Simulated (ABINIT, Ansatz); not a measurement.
Planning a run of ABINIT 10.8.3 on KBr (Fm-3m). The input:

```
acell 3*1.0 Angstrom
rprim 
  0.000000000000 3.300000000000 3.300000000000
  3.300000000000 0.000000000000 3.300000000000
  3.300000000000 3.300000000000 0.000000000000
ntypat 2
znucl 19 35
natom 2
typat 1 2
xred 
  0.000000000000 0.000000000000 0.000000000000
  0.500000000000 0.500000000000 0.500000000000
pp_dirpath "pseudos"
pseudos "K.upf, Br.upf"
ecut 32
ngkpt 4 4 4
nshiftk 1
shiftk 0 0 0
kptopt 1
chksymbreak 0
istwfk *1
occopt 1
irdwfk 1
optdriver 3
nband 95
ecuteps 5.2
inclvkb 2
awtr 1
symchi 1
indata_prefix "in"
outdata_prefix "out"
tmpdata_prefix "tmp"
```

```sh
OMP_NUM_THREADS=1 mpirun -n 4 abinit run.abi > log
```

Question: How long will it take on 4 MPI ranks of Arm Neoverse V2, shared host, and how much memory?

It took 21 s; on shared hardware allow 10 s to 42 s. Peak host memory was 0.96 GiB.

[Paths, hosts, dates, memory and timing lines, banners, echoed tables and standing remarks are left out of the program output.]

[Logs are printed without paths, hosts, clocks, repeated set-up lines and the standing remarks that a program may print on its own settings, such as how far it seeks lower states.]

[Runs of the session that timed out or met a known fault of the program may be left out.]

[Hosts, paths, dates, database ids (printed as entryN), source tags and the programs' standing remarks are cut or masked in the printed files.]

[G0W0 gaps are taken among the corrected bands and points alone; a level outside them can change the order at an edge.]

[Where Ansatz stands beside ABINIT at settings called matched, ABINIT's density can come from a denser mesh and the files from another edition; pairs whose starting gaps differed by over 0.03 eV were left out, so agreement reads better than it is.]
